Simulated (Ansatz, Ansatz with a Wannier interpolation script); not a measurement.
Rows from a G0W0 calculation on WS2 (2H monolayer) (Ansatz 0.2.0; G0W0 on PBEsol, plane waves, PAW; 12×12×1 mesh, 410 empty bands, screening to 80 eV), in eV. Spin-orbit coupling is left out.

```
row                      k  band   start       Σx  Σc at the solution      Vxc
  A  (0.333, 0.333, 0.000)    v2  -8.139  -19.895               2.757  -16.690
  B  (0.333, 0.333, 0.000)    c2  -2.437  -12.047              -4.225  -17.021
  C  (0.333, 0.333, 0.000)    c3  -1.575  -14.856              -4.755  -20.287
  D  (0.333, 0.333, 0.000)    c1  -3.802  -15.847              -3.487  -20.050
  E  (0.333, 0.333, 0.000)    v3  -9.047  -18.592               2.955  -15.161
  F  (0.333, 0.333, 0.000)    v1  -5.739  -18.796               0.392  -18.274
```

Question: Work out each quasiparticle level and how far it moved.

The quasiparticle equation reads E = start + Σx + Σc(E) − Vxc.

```
row  E (eV)  shift (eV)
  A  -8.587      −0.448
  B  -1.688      +0.749
  C  -0.899      +0.676
  D  -3.086      +0.716
  E  -9.523      −0.475
  F  -5.869      −0.129
```

The gap over the computed points goes from 1.94 eV to 2.78 eV.

Limits: not at the basis limit; no spin-orbit coupling.

[Paths, hosts, dates, memory and timing lines, banners, echoed tables and standing remarks are left out of the program output.]

[Logs are printed without paths, hosts, clocks, repeated set-up lines and the standing remarks that a program may print on its own settings, such as how far it seeks lower states.]

[Runs of the session that timed out or met a known fault of the program may be left out.]

[Hosts, paths, dates, database ids (printed as entryN), source tags and the programs' standing remarks are cut or masked in the printed files.]
